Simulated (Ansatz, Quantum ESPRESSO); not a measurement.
# BaZrO3 (Pm-3m): modes at Γ and the response to a field

Aim: the zone-centre modes of BaZrO3 (Pm-3m).

Main program and level: Quantum ESPRESSO 7.5; DFT LDA, scalar-relativistic, plane waves, PseudoDojo norm-conserving pseudopotentials.

The experiments to compare with:

For BaZrO3, cubic perovskite (solid-state synthesised powder, 300 K), “EXAFS study of lead-free relaxor ferroelectric BaTi(1-x)Zr(x)O3 at the Zr K-edge” (2006, arxiv:cond-mat/0602127) gives, by X-ray diffraction: lattice constant a (cubic cell parameter) 4.192 ± 0.001 Å.

For BaZrO3, cubic perovskite (ceramic, earlier study, 300 K), “Broadband dielectric spectroscopy of Ba(Zr,Ti)O3: dynamics of relaxors and diffuse ferroelectrics” (2013, arxiv:1312.3131) quotes earlier work: static dielectric constant (static permittivity) about 36 [polycrystalline ceramic; value quoted from the authors' earlier paper].

Most raw output is cut from this account.

**1. The structure**

It takes space group Pm-3m (No. 221, cubic). Conventional cell: a = 4.191 Å, b = 4.191 Å, c = 4.191 Å, α = 90.00°, β = 90.00°, γ = 90.00°. Nearest to Ba lie 12 O at 2.96 Å. Zr has 6 O at 2.10 Å nearest. O has 2 Zr at 2.10 Å and 4 Ba at 2.96 Å nearest. Farther neighbours and most contacts between anions are not listed.

**2. A probe with smearing**

A cheap run with smearing and empty bands tells whether the crystal has a gap, which decides between fixed occupations and smearing later on.

File probe.in:

```
&control
   calculation = 'scf'
   prefix = 'x'
   outdir = './tmp'
   pseudo_dir = './pseudo'
   tprnfor = .true.
   tstress = .true.
   verbosity = 'high'
/
&system
   ibrav = 0
   nat = 5
   ntyp = 3
   ecutwfc = 84.0
   occupations = 'smearing'
   smearing = 'gaussian'
   degauss = 0.01
/
&electrons
   conv_thr = 1.0d-07
   mixing_beta = 0.7
   electron_maxstep = 100
/
ATOMIC_SPECIES
 Ba    137.3270  Ba.upf
 Zr     91.2240  Zr.upf
 O      15.9990  O.upf
CELL_PARAMETERS angstrom
     4.191340000    0.000000000    0.000000000
     0.000000000    4.191340000    0.000000000
     0.000000000    0.000000000    4.191340000
ATOMIC_POSITIONS crystal
 Ba     0.000000000   0.000000000   0.000000000
 Zr     0.500000000   0.500000000   0.500000000
 O      0.000000000   0.500000000   0.500000000
 O      0.500000000   0.000000000   0.500000000
 O      0.500000000   0.500000000   0.000000000
K_POINTS automatic
 4 4 4 0 0 0
```

On the command line:

```
$ OMP_NUM_THREADS=1 mpirun -n 4 pw.x -nk 4 -in probe.in > probe.out
```

The job ended after 5.4 s (4 MPI ranks of Intel Xeon 6975P-C (Granite Rapids), shared host).

Read from the output:

```yaml
volume_per_atom: 14.73 Å³
pressure: -4.918 GPa
gap_on_the_k_mesh: 3.104 eV
```

A gap of 3.1 eV opens on this mesh, so the crystal is taken as an insulator; the start stands at -4.9 GPa.

**3. Relaxing the cell and atoms**

The relaxation runs at a cutoff a fifth above that of the response, since stress converges more slowly with the basis than frequencies do. Forces and stress are brought to rest with tight thresholds.

File relax.in:

```
&control
   calculation = 'vc-relax'
   prefix = 'x'
   outdir = './tmp'
   pseudo_dir = './pseudo'
   tprnfor = .true.
   tstress = .true.
   forc_conv_thr = 2.0d-05
   etot_conv_thr = 1.0d-07
   nstep = 40
/
&system
   ibrav = 0
   nat = 5
   ntyp = 3
   ecutwfc = 101
   occupations = 'fixed'
   nbnd = 22
/
&electrons
   conv_thr = 1.0d-11
   mixing_beta = 0.7
   electron_maxstep = 100
/
&ions
/
&cell
   press_conv_thr = 0.2
/
ATOMIC_SPECIES
 Ba    137.3270  Ba.upf
 Zr     91.2240  Zr.upf
 O      15.9990  O.upf
CELL_PARAMETERS angstrom
     4.191340000    0.000000000    0.000000000
     0.000000000    4.191340000    0.000000000
     0.000000000    0.000000000    4.191340000
ATOMIC_POSITIONS crystal
 Ba     0.000000000   0.000000000   0.000000000
 Zr     0.500000000   0.500000000   0.500000000
 O      0.000000000   0.500000000   0.500000000
 O      0.500000000   0.000000000   0.500000000
 O      0.500000000   0.500000000   0.000000000
K_POINTS automatic
 6 6 6 0 0 0
```

On the command line:

```
$ OMP_NUM_THREADS=1 mpirun -n 4 pw.x -nk 4 -in relax.in > relax.out
```

Run time: 54 s. Hardware: 4 MPI ranks.

The steps of the relaxation:

```tsv
step	energy less that of the first step (eV)	largest force (eV/Å)	pressure (GPa)	volume (Å³)
1	0.0000	0.0000	-4.91	73.63
2	-0.0333	0.0000	-0.84	71.80
3	-0.0343	0.0000	0.04	71.44
4	-0.0343	0.0000	0.00	71.46
5	-0.0343	0.0000	0.00	71.46
6	-0.0342	0.0000	0.00	71.46
```

```tsv
conventional cell, symmetrised	before	after	change
a (Å)	4.191	4.150	-1.0 %
b (Å)	4.191	4.150	-1.0 %
c (Å)	4.191	4.150	-1.0 %
volume (Å³/atom)	14.73	14.29	-3.0 %
```

The relaxed structure:

```xyz
5
Lattice="4.1496 0.0000 0.0000 0.0000 4.1496 0.0000 0.0000 0.0000 4.1496" Properties=species:S:1:pos:R:3 pbc="T T T"
Ba    0.0000    0.0000    0.0000
Zr    2.0748    2.0748    2.0748
O     0.0000    2.0748    2.0748
O     2.0748    0.0000    2.0748
O     2.0748    2.0748    0.0000
```

The last row of the table of steps is pw.x's closing run on a basis chosen anew for the final cell, so its energy can jump.

Numbers from this step:

```yaml
volume_per_atom: 14.29 Å³
pressure: 0 GPa
gap_on_the_k_mesh: 3.173 eV
```

The volume changes by -3.0 % from the cell with which this run began.

**4. Ground state**

The response is built on this ground state, so it is converged far tighter than an energy would need. With a gap, occupations are fixed, which also allows the response to an electric field.

File scf.in:

```
&control
   calculation = 'scf'
   prefix = 'x'
   outdir = './tmp'
   pseudo_dir = './pseudo'
   tprnfor = .true.
   tstress = .true.
/
&system
   ibrav = 0
   nat = 5
   ntyp = 3
   ecutwfc = 84.0
   occupations = 'fixed'
   nbnd = 22
/
&electrons
   conv_thr = 1.0d-12
   mixing_beta = 0.7
   electron_maxstep = 100
/
ATOMIC_SPECIES
 Ba    137.3270  Ba.upf
 Zr     91.2240  Zr.upf
 O      15.9990  O.upf
CELL_PARAMETERS angstrom
     4.149645170    0.000000000    0.000000000
     0.000000000    4.149645170    0.000000000
     0.000000000    0.000000000    4.149645170
ATOMIC_POSITIONS crystal
 Ba     0.000000000   0.000000000   0.000000000
 Zr     0.500000000   0.500000000   0.500000000
 O      0.000000000   0.500000000   0.500000000
 O      0.500000000   0.000000000   0.500000000
 O      0.500000000   0.500000000   0.000000000
K_POINTS automatic
 6 6 6 0 0 0
```

On the command line:

```
$ OMP_NUM_THREADS=1 mpirun -n 4 pw.x -nk 4 -in scf.in > scf.out
```

The job ended after 12 s (4 MPI ranks; 45 s of CPU time).

This step gave:

```yaml
pressure: -0.02900 GPa
```

The cell stands at -0.029 GPa, close enough for phonons.

**5. Linear response at Γ**

At q = 0 one unit cell holds all displacements; symmetry groups them into irreducible representations that are solved one by one. The response to a field gives ε∞ and the Born charges, which polar modes need.

File ph.in:

```
phonons
&inputph
   prefix = 'x'
   outdir = './tmp'
   fildyn = 'g.dyn'
   tr2_ph = 1.0d-18
   epsil = .true.
/
0.000000000000 0.000000000000 0.000000000000
```

On the command line:

```
$ OMP_NUM_THREADS=1 mpirun -n 4 ph.x -nk 4 -in ph.in > ph.out
```

Run time: 5.6 min. Hardware: 4 MPI ranks.

Read from the output:

| Item | Value |
| --- | --- |
| miss of the charge sum rule | 0.009810 e |
| largest acoustic frequency at the zone centre before the sum rule | 1.23 cm⁻¹ |
| highest optical zone-centre mode (no LO-TO term) | 524.5 cm⁻¹ |
| lowest optical zone-centre mode | 97.33 cm⁻¹ |
| mean high-frequency dielectric constant | 4.902 |
| largest Born charge in size (third of the trace) | 6.114 e |

Born charge (rows field, columns displacement), before the sum rule (e), principal values of the symmetric part by kind of site:

```tsv
atom	atoms with these values	low	middle	high	mean
Ba1	1	2.74	2.74	2.74	2.74
Zr2	1	6.11	6.11	6.11	6.11
O3	3	-4.80	-2.03	-2.03	-2.95
```

In full for Zr2:

```
6.11 0.00 0.00
0.00 6.11 0.00
0.00 0.00 6.11
```

High-frequency dielectric tensor:

```
4.90 0.00 0.00
0.00 4.90 0.00
0.00 0.00 4.90
```

The acoustic modes at Γ come out as far as 1.2 cm⁻¹ from zero, where they should vanish, a small numerical error; the Born charges miss their sum rule by 0.0098 e, which is good.

**6. Zone-centre analysis**

A rigid shift of the crystal must cost nothing, but grids and finite bases break this; the acoustic sum rule is imposed before the matrix is diagonalised again. With Born charges the intensities follow, and the static dielectric tensor.

File dynmat.in:

```
&input
   fildyn = 'g.dyn'
   asr = 'simple'
   fileig = 'dynmat.eig'
   lperm = .true.
/
```

On the command line:

```
$ dynmat.x -in dynmat.in > dynmat.out
```

Run time: 0.67 s. Hardware: 1 thread.

Numbers from this step:

* lowest optical zone-centre mode: 97.31 cm⁻¹
* mean static dielectric constant: 64.49

Unit eigenvectors of the mass-weighted matrix after the sum rule; no LO-TO term. The modes at Γ (shares of kinetic energy by element, %):

```tsv
mode	frequency (cm⁻¹)	symmetry	Ba %	Zr %	O %
1	0.0	acoustic	50	33	17
2	0.0	acoustic	50	33	17
3	0.0	acoustic	50	33	17
4	97.3	T1u	42	9	49
5	97.3	T1u	42	9	49
6	97.3	T1u	42	9	49
7	172.3	T2u	0	0	100
8	172.3	T2u	0	0	100
9	172.3	T2u	0	0	100
10	194.0	T1u	8	56	36
11	194.0	T1u	8	56	36
12	194.0	T1u	8	56	36
13	524.5	T1u	0	2	97
14	524.5	T1u	0	2	97
15	524.5	T1u	0	2	97
```

Displacements in mode 4 (97.3 cm⁻¹), the largest set to 1:
```
Ba1  0.00 -0.01  0.48
Zr2  0.00  0.01 -0.27
O3   0.00  0.02 -1.00
O4   0.00  0.01 -1.00
O5   0.00  0.02 -0.58
```

Displacements in mode 12 (194.0 cm⁻¹), the largest set to 1:
```
Ba1 -0.24 -0.07  0.02
Zr2  0.75  0.21 -0.06
O3  -0.23 -0.28  0.08
O4  -1.00 -0.06  0.08
O5  -1.00 -0.28  0.02
```

Degenerate modes summed, no LO-TO term. Lines of the infrared spectrum (strongest = 100):

```tsv
position (cm⁻¹)	lines merged	label	IR intensity, relative
97	3	T1u	58
172	3	T2u	0.0
194	3	T1u	93
525	3	T1u	100
```

Static dielectric tensor (ions relaxed, fixed cell):

```
64.49  0.00  0.00
 0.00 64.49  0.00
 0.00  0.00 64.49
```

The rule moves no optical mode by more than 0.1 cm⁻¹.

**7. Sum rules set otherwise: a sum rule for molecules or wires on a crystal**

This rule also removes rotations, which suits molecules and not a crystal; it is tried to see the harm.

File dynmat.in:

```
&input
   fildyn = 'g.dyn'
   asr = 'zero-dim'
   fileig = 'dynmat.eig'
   lperm = .true.
/
```

On the command line:

```
$ dynmat.x -in dynmat.in > dynmat.out
```

The job ended after 0.62 s (1 thread).

The program raised no error, yet the settings are not those of a careful run.

The fault: a sum rule for molecules or wires on a crystal; 3 optical modes are projected out to zero frequency, as if they were rotations, and the static dielectric tensor is spoilt.

For a crystal the rule has to be 'simple' or 'crystal'.

Zone-centre frequencies as printed; negative means imaginary. Modes:

```tsv
mode	frequency (cm⁻¹)
1	0
2	0
3	0
4	0
5	0
6	0
7	97.32
8	127.3
9	127.3
10	194
11	220.2
12	220.2
13	476.9
14	476.9
15	524.5
```

**8. The LO-TO splitting (1 0 0)**

A longitudinal polar mode sets up a macroscopic field that stiffens it; the term hangs on the direction from which q goes to zero.

File dynmat.in:

```
&input
   fildyn = 'g.dyn'
   asr = 'simple'
   fileig = 'dynmat.eig'
   q(1) = 1.0
   q(2) = 0.0
   q(3) = 0.0
/
```

On the command line:

```
$ dynmat.x -in dynmat.in > dynmat.out
```

The job ended after 0.6 s (1 thread).

Numbers from this step:

- highest mode moved by the LO-TO term: 714.0 cm⁻¹

Zone-centre frequencies as printed; negative means imaginary. Modes:

```tsv
mode	frequency (cm⁻¹)
1	0
2	0
3	0
4	97.31
5	97.31
6	137.8
7	172.3
8	172.3
9	172.3
10	194
11	194
12	365.2
13	524.5
14	524.5
15	714
```

The field moves 3 modes; the highest of them now lies at 714 cm⁻¹, where the highest that moved away lay at 524.

**9. A second program**

The same cell goes through another code, with its own cutoff. It uses its own PAW datasets, so the potentials differ. Its k mesh is centred on Γ.

This step: DFT LDA, scalar-relativistic, plane waves, PAW (Ansatz 0.2.0).

File input.yaml:

```yaml
crystal:
  lattice:
    - [4.14964517, 0.0, 0.0]
    - [0.0, 4.14964517, 0.0]
    - [0.0, 0.0, 4.14964517]
  atoms:
    - { symbol: Ba, position: [0.0, 0.0, 0.0] }
    - { symbol: Zr, position: [0.5, 0.5, 0.5] }
    - { symbol: O, position: [0.0, 0.5, 0.5] }
    - { symbol: O, position: [0.5, 0.0, 0.5] }
    - { symbol: O, position: [0.5, 0.5, 0.0] }
kpoints:
  mp_grid: { grid: [6, 6, 6] }
hamiltonian:
  xc: lda
scf:
  occupations: { method: fixed }
output:
  eigenvalues: true
phonons:
  method: dfpt
  dielectric: true
  rigid_motions: translations
```

On the command line:

```
$ ansatz run input.yaml --threads 4 --pin off --max-ram 8192MiB --backend cpu --events-out ev --progress --plain --runs-dir out
```

It took 16 s on 4 threads; peak memory 1.1 GiB.

Numbers from this step:

```yaml
gap_on_the_k_mesh: 3.194 eV
sum_rule_residual_before_enforcement: 7.30e-5 eV/Å²
miss_of_the_charge_sum_rule: 0.01049 e
estimated_error_of_the_dielectric_tensor: 0.01604
estimated_error_of_the_born_charges: 0.03308 e
highest_optical_zone_centre_mode_no_lo_to_term: 524.8 cm⁻¹
lowest_optical_zone_centre_mode: 90.21 cm⁻¹
mean_high_frequency_dielectric_constant: 4.911
largest_born_charge_in_size_third_of_the_trace: 6.091 e
mean_static_dielectric_constant: 72.56
highest_mode_moved_by_the_lo_to_term: 712.3 cm⁻¹
```

Transverse modes. Infrared lines, with heights relative to the strongest:

```tsv
position (cm⁻¹)	label	IR intensity ((D/Å)²/amu), degenerate modes summed, relative
90	T1u	61
168	T2u	0.0
193	T1u	90
525	T1u	100
```

**10. The two compared: QE PseudoDojo and Ansatz, PAW**

Worked out from the results:

| Quantity | Value |
| --- | --- |
| root-mean-square difference | 4.33 cm⁻¹ |
| largest difference | 7.1 cm⁻¹ |

Optical modes, paired by symmetry label. Frequencies side by side, by row:

```tsv
q (reciprocal lattice)	mode	QE PseudoDojo (cm⁻¹)	Ansatz, PAW (cm⁻¹)
0 0 0	4	97.3	90.2
0 0 0	5	97.3	90.2
0 0 0	6	97.3	90.2
0 0 0	7	172.3	167.5
0 0 0	8	172.3	167.5
0 0 0	9	172.3	167.5
0 0 0	10	194	192.8
0 0 0	11	194	192.8
0 0 0	12	194	192.8
0 0 0	13	524.5	524.8
0 0 0	14	524.5	524.8
0 0 0	15	524.5	524.8
```

The two runs side by side. Further quantities:

```tsv
quantity	QE PseudoDojo	Ansatz, PAW
mean ε∞	4.902	4.911
largest Born charge in size (e; the first before, the second after the charge sum rule)	6.114	6.091
summed IR intensity ((D/Å)²/amu)	167.4	166.3
```

At the zone centre the largest difference (acoustic modes at Γ apart) is 1 % of the highest mode, but 7 % of the mode at 97 cm⁻¹ on which it sits.

**11. Results**

```yaml
space_group_after_relaxation: Pm-3m
volume_per_atom: 14.3 Å³
gap_on_the_k_mesh: 3.17 eV
highest_optical_zone_centre_mode_no_lo_to_term: 524.5 cm⁻¹
lowest_optical_zone_centre_mode: 97.3 cm⁻¹
highest_mode_moved_by_the_lo_to_term: 714.0 cm⁻¹
mean_high_frequency_dielectric_constant: 4.90
largest_born_charge_in_size_third_of_the_trace: 6.11 e
mean_static_dielectric_constant: 64.5
imaginary_optical_modes_at_the_zone_centre_no_q_mesh_in_this_session: none
largest_difference_from_ansatz_paw: 7.1 cm⁻¹
```

At the LDA level the optical modes of BaZrO3 (Pm-3m) at the zone centre (no LO-TO term) run from 97 to 525 cm⁻¹. Along the directions run, the highest mode that the macroscopic field moves lies at 714 cm⁻¹. Lattice motion raises the mean dielectric constant from 4.902 to 64.49. Of the 12 optical modes, 9 are infrared active alone and 3 are silent. QE PseudoDojo and Ansatz, PAW differ by 4.3 cm⁻¹ in the root mean square and by 7.1 cm⁻¹ at most, 1.4 % of the highest mode compared (acoustic modes at Γ left out); the two use different potentials, and the cell was not relaxed for the second set. These are harmonic frequencies at zero temperature: anharmonic shifts and linewidths and thermal expansion are left out. Spin-orbit coupling is left out, which can matter for the heavy elements here. The published file for Ba has no f projectors, which tends to make oxide cells too large.

Calculation against experiment:

```
                                       quantity  measured  LDA PseudoDojo norm-conserving, Quantum ESPRESSO               LDA
                         lattice constant a (Å)     4.192                                    4.150 (-1.0 %)                 -
static dielectric constant (mean of the tensor)        36                                   64.49 (+79.1 %)  72.56 (+101.5 %)
```

Measured values from arxiv:cond-mat/0602127 (2006) and arxiv:1312.3131 (2013).

How well it matches: The lattice constant a is off by -1.0 %: fair agreement. The static dielectric constant is off by +79.1 % at LDA PseudoDojo norm-conserving, Quantum ESPRESSO. The grades are ours: good and fair within 0.7 and 1.5 % for the lattice constant a and 10 and 25 % for the static dielectric constant. Zero-point motion and thermal expansion (measured at up to 300 K) are not in the computed lattice constants and static dielectric constant.

[Host names and launcher messages were left out of these logs when they were recorded.]

[Logs are printed without paths, hosts, clocks, repeated set-up lines and the standing remarks that a program may print on its own settings, such as how far it seeks lower states.]

[Hosts, paths, dates, database ids (printed as entryN), source tags and the programs' standing remarks are cut or masked in the printed files.]
